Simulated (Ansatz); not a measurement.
# Work function of Li(110): what the settings cost and change, part 2 of 2

Aim: the numerical settings behind the work function of Li(110), with the cost of each.

Ansatz 0.2.0; plane-wave DFT, PBE, Ansatz PAW.

So far. Step 8 (Slab): The work function is 3.259 eV, +0.005 eV from the run “cutoff 420 eV”, at 0.54 times its CPU time. Step 9 (Run): The work function is 3.253 eV, -0.001 eV from the run “cutoff 420 eV”, at 2.4 times its CPU time.

### 10. Run

input.yaml reads:

```yaml
crystal:
  lattice:
    - [2.4678026663, -1.745, 0.0]
    - [2.4678026663, 1.745, 0.0]
    - [0.0, 0.0, 32.806815998]
  atoms:
    - { symbol: Li, position: [0.0, 0.0, 0.2743332361] }
    - { symbol: Li, position: [0.5, 0.5, 0.3495554908] }
    - { symbol: Li, position: [0.0, 0.0, 0.4247777454] }
    - { symbol: Li, position: [0.5, 0.5, 0.5] }
    - { symbol: Li, position: [0.0, 0.0, 0.5752222546] }
    - { symbol: Li, position: [0.5, 0.5, 0.6504445092] }
    - { symbol: Li, position: [0.0, 0.0, 0.7256667639] }
kpoints:
  mp_grid: { grid: [14, 14, 1] }
hamiltonian:
  xc: pbe
scf:
  occupations: { method: gaussian, width: 0.05 }
  convergence: { dr2_threshold: 1.0e-09 }
efield:
  axis: 3
  dipole_correction: true
  ramp_position: 0.97
  ramp_width: 0.06
output:
  write_potential: true
  write_density: true
  volumetric_format: npy
```

On the command line:

```bash
$ ansatz run input.yaml --threads 2 --pin off --max-ram 3072MiB --backend cpu --events-out ev --progress --plain --runs-dir out
```

Numbers of over 12 decimals in the logs are rounded to 6 here.

Output:

```text
[...]
Crystal: 7 atoms, lattice volume = 282.553 Å³
Basis set: ecut = 420 eV, 5433 PW (Γ)
Bands: 18, of which v1, the nominal top of the filled ones, is band 11 counted from 1 (10 counted from 0)
Symmetry: 4 space group operations
k-points: 57 of 196
[...]
k-point 1: bands = [... 7 lower, -4.3473, -4.1423, -3.7718, -3.2193, -2.5199, -1.7216, -0.9683, -0.6198, ... 3 higher]
  k-point 2: bands = [... 7 lower, -4.1331, -3.9280, -3.5572, -3.0034, -2.3005, -1.4921, -0.7138, -0.3406, ... 3 higher]
  k-point 56: bands = [... 7 lower, -0.6374, -0.3898, 0.0586, 0.7268, 1.5786, 2.1493, 2.2606, 2.4780, ... 3 higher]
[key lines of the parts left out:]
SCF converged after 7 iterations
Free energy (F): -1432.264191 eV
Fermi energy:    -0.969897 eV
Dipole field:    D = 0.000001 V/Å  (p = 0.000001 e·Å, saw-weighted, corrected)
Work function:   Φ+ = 3.2238 eV   Φ− = 3.2238 eV
```

The job ended after 21 s (2 threads of Intel Xeon 6975P-C (Granite Rapids), shared host; peak memory 0.67 GiB; 38 s of CPU time).

The work function is 3.224 eV, -0.030 eV from the run “cutoff 420 eV”, at 1.1 times its CPU time.

### 11. Run

input.yaml: that of step 10 with these lines changed.

```diff
@@ -18,3 +18,3 @@
 scf:
-  occupations: { method: gaussian, width: 0.05 }
+  occupations: { method: methfessel_paxton, width: 0.2 }
   convergence: { dr2_threshold: 1.0e-09 }
```

Output:

```text
[...]
Crystal: 7 atoms, lattice volume = 282.553 Å³
Basis set: ecut = 420 eV, 5433 PW (Γ)
Bands: 18, of which v1, the nominal top of the filled ones, is band 11 counted from 1 (10 counted from 0)
Symmetry: 4 space group operations
k-points: 57 of 196
[...]
k-point 1: bands = [... 7 lower, -4.3436, -4.1385, -3.7674, -3.2161, -2.5174, -1.7189, -0.9664, -0.6173, ... 3 higher]
  k-point 2: bands = [... 7 lower, -4.1294, -3.9242, -3.5527, -3.0001, -2.2980, -1.4894, -0.7119, -0.3381, ... 3 higher]
  k-point 56: bands = [... 7 lower, -0.6341, -0.3864, 0.0624, 0.7294, 1.5813, 2.1534, 2.2648, 2.4830, ... 3 higher]
[key lines of the parts left out:]
SCF converged after 7 iterations
Free energy (F): -1432.264313 eV
Fermi energy:    -0.971929 eV
Dipole field:    D = -0.000000 V/Å  (p = -0.000000 e·Å, saw-weighted, corrected)
Work function:   Φ+ = 3.2214 eV   Φ− = 3.2214 eV
```

Wall time 22 s (2 threads); peak memory 0.68 GiB; 40 s of CPU time.

The work function is 3.221 eV, -0.032 eV from the run “cutoff 420 eV”, at 1.2 times its CPU time.

### 12. Run

input.yaml: that of step 11 with these lines changed.

```diff
@@ -18,3 +18,3 @@
 scf:
-  occupations: { method: methfessel_paxton, width: 0.2 }
+  occupations: { method: fermi_dirac, width: 0.3 }
   convergence: { dr2_threshold: 1.0e-09 }
```

Output:

```text
band count auto-derived: 21 (N_el = 21.0; filled up to band 11; 18 by the electrons, moments and atoms)
[...]
Crystal: 7 atoms, lattice volume = 282.553 Å³
Basis set: ecut = 420 eV, 5433 PW (Γ)
Bands: 21, of which v1, the nominal top of the filled ones, is band 11 counted from 1 (10 counted from 0)
Symmetry: 4 space group operations
k-points: 57 of 196
[...]
k-point 1: bands = [... 7 lower, -4.4215, -4.2088, -3.8293, -3.2798, -2.5783, -1.7711, -0.9982, -0.6644, ... 6 higher]
  k-point 2: bands = [... 7 lower, -4.2072, -3.9945, -3.6146, -3.0639, -2.3589, -1.5419, -0.7445, -0.3853, ... 6 higher]
  k-point 56: bands = [... 7 lower, -0.7109, -0.4544, 0.0031, 0.6670, 1.5219, 2.0745, 2.1914, 2.4169, ... 6 higher]
[key lines of the parts left out:]
SCF converged after 7 iterations
Free energy (F): -1432.788780 eV
Fermi energy:    -1.084496 eV
Dipole field:    D = -0.000000 V/Å  (p = -0.000000 e·Å, saw-weighted, corrected)
Work function:   Φ+ = 3.4201 eV   Φ− = 3.4201 eV
```

It took 25 s on 2 threads; peak memory 0.72 GiB; 46 s of CPU time.

The work function is 3.420 eV, +0.166 eV from the run “cutoff 420 eV”, at 1.3 times its CPU time.

### 13. Run

input.yaml: that of step 12 with these lines changed.

```diff
@@ -18,3 +18,3 @@
 scf:
-  occupations: { method: fermi_dirac, width: 0.3 }
+  occupations: { method: cold, width: 0.1 }
   convergence: { dr2_threshold: 1.0e-09 }
```

Output:

```text
[...]
Crystal: 7 atoms, lattice volume = 282.553 Å³
Basis set: ecut = 420 eV, 5433 PW (Γ)
Bands: 18, of which v1, the nominal top of the filled ones, is band 11 counted from 1 (10 counted from 0)
Symmetry: 4 space group operations
k-points: 57 of 196
[...]
k-point 1: bands = [... 7 lower, -4.3452, -4.1386, -3.7684, -3.2169, -2.5184, -1.7199, -0.9663, -0.6178, ... 3 higher]
  k-point 2: bands = [... 7 lower, -4.1310, -3.9243, -3.5538, -3.0010, -2.2990, -1.4903, -0.7118, -0.3387, ... 3 higher]
  k-point 56: bands = [... 7 lower, -0.6354, -0.3863, 0.0615, 0.7288, 1.5805, 2.1515, 2.2643, 2.4818, ... 3 higher]
[key lines of the parts left out:]
SCF converged after 7 iterations
Free energy (F): -1432.262876 eV
Fermi energy:    -0.967685 eV
Dipole field:    D = 0.000000 V/Å  (p = 0.000000 e·Å, saw-weighted, corrected)
Work function:   Φ+ = 3.2182 eV   Φ− = 3.2182 eV
```

Run time: 20 s. Hardware: 2 threads; peak memory 0.66 GiB.

The work function is 3.218 eV, -0.035 eV from the run “cutoff 420 eV”, at 1.0 times its CPU time.

### 14. Side by side

Times are for 2 threads of Intel Xeon 6975P-C (Granite Rapids), shared host. The runs compared:

| no. | setting | work function, upper face (eV) | time | memory (GiB) |
| --- | --- | --- | --- | --- |
| 1 | cutoff 200 eV | 3.268 | 8.1 s | 0.42 |
| 2 | cutoff 300 eV | 3.254 | 14 s | 0.52 |
| 3 | cutoff 420 eV | 3.254 | 22 s | 0.69 |
| 4 | cutoff 600 eV | 3.254 | 36 s | 0.95 |
| 5 | mesh 2x2 | 3.950 | 3.5 s | 0.45 |
| 6 | mesh 5x5 | 3.324 | 5.6 s | 0.45 |
| 7 | mesh 9x9 | 3.259 | 11 s | 0.51 |
| 8 | mesh 21x21 | 3.253 | 44 s | 1.0 |
| 9 | Gaussian smearing 0.05 eV | 3.224 | 21 s | 0.67 |
| 10 | methfessel_paxton smearing 0.2 eV | 3.221 | 22 s | 0.68 |
| 11 | fermi_dirac smearing 0.3 eV | 3.420 | 25 s | 0.72 |
| 12 | cold smearing 0.1 eV | 3.218 | 20 s | 0.66 |

### 15. Varying the input

An input spoilt on purpose, to show how the run answers: it repeats the earlier run “cutoff 200 eV” with efield.ramp_position from 0.97 to 0.475, and scf.max_iter set to 80; its output block differs too.

input.yaml: that of step 13 with these lines changed.

```diff
@@ -18,4 +18,5 @@
 scf:
-  occupations: { method: cold, width: 0.1 }
+  occupations: { method: fermi_dirac, width: 0.1 }
   convergence: { dr2_threshold: 1.0e-09 }
+  max_iter: 80
 efield:
@@ -23,4 +24,6 @@
   dipole_correction: true
-  ramp_position: 0.97
+  ramp_position: 0.475
   ramp_width: 0.06
+basis:
+  ecutwfc: "200 eV"
 output:
```

Output:

```text
Warning: basis.ecutwfc = 200 eV is below the records' recommended 420 eV, and the density's cutoff is lower with it unless basis.ecutrho_ratio is high enough to keep the records' density cutoff: compare with a run at a higher cutoff
Engine: ansatz 0.2.0, x86_64-unknown-linux-gnu
Pseudopotentials: kind: paw
Pseudopotential: Li, paw, valence charge 3, recommended cutoff 420 eV (normal), Li.paw.azcp
Functional definition: PBE
  parameter kappa = 0.804
  parameter beta = 0.066725
  exchange = pbe_x(kappa = kappa, mu = beta*pi^2/3)
  correlation = pbe_c(beta = beta)
Crystal: 7 atoms, lattice volume = 282.553 Å³
Basis set: ecut = 200 eV, 1851 PW (Γ)
Bands: 18, of which v1, the nominal top of the filled ones, is band 11 counted from 1 (10 counted from 0)
Symmetry: 4 space group operations
k-points: 57 of 196
Non-local potential: Li, projectors of the file, l = 0: 3, l = 1: 2, l = 2: 1
PAW form: soft (Blöchl's): semilocal exchange-correlation on the pseudo side does not see the compensation charge
PAW one-centre angular grid: Li, 110 points (default); XC on 64 Gauss nodes
Initial density: superposition of atomic densities (neutral atoms: chi_scale 0, normalization atom), corrected by the library's trained network
Initial wavefunctions: pseudopotential atomic-orbital guess
Functional: x = pbe(κ = 0.804, μ = 0.219515), c = pbe(β = 0.066725)
Error: efield: ion 3 (Li) at fractional coordinate 0.5000 along the field axis lies inside the sawtooth ramp with 2 of the planes that the density is read on at each end, [0.4625, 0.5475] — the ramp must sit in vacuum (an ion there feels the fictitious reversed slope); set or move the ramp (efield.ramp_position / ramp_width) or move the geometry
```

It took 0.3 s on 2 threads; peak memory 0.25 GiB.

The program refused the input before any cycle.

The program's message: “Error: efield: ion 3 (Li) at fractional coordinate 0.5000 along the field axis lies inside the sawtooth ramp with 2 of the planes that the density is read on at each end, [0.4625, 0.5475] — the ramp m …”

The fault put into the input: the ramp among the atoms.

### 16. Outcome

| Quantity | Value |
| --- | --- |
| work function, cutoff 420 eV | 3.254 eV |
| work function, cutoff 600 eV | 3.254 eV |
| work function, mesh 2x2 | 3.950 eV |
| work function, cold smearing 0.1 eV | 3.218 eV |

**Reading.** The run at the highest cutoff gives 3.25 eV, and the settings tried spread the value from 3.22 to 3.95 eV. Against 600 eV, a cutoff of 200 eV is off by +0.015 eV. Against 600 eV, a cutoff of 420 eV is off by -0.000 eV. Against the finest mesh, 21 points along a, the coarser ones are off by +0.70 (2), +0.07 (5) and +0.01 (9) eV. The smearing schemes and widths spread it over 0.20 eV. The ladder's slabs use the tabulated experimental lattice constant (two decimals; a low-temperature value for the alkali metals).

[Logs are printed without paths, hosts, clocks, repeated set-up lines and the standing remarks that a program may print on its own settings, such as how far it seeks lower states.]

[Hosts, paths, dates, database ids (printed as entryN), source tags and the programs' standing remarks are cut or masked in the printed files.]

[Maps of the electrostatic potential energy from Ansatz leave out the sawtooth potential of an applied field or a dipole correction, so their vacuum need not be flat; planar profiles and work functions include it.]
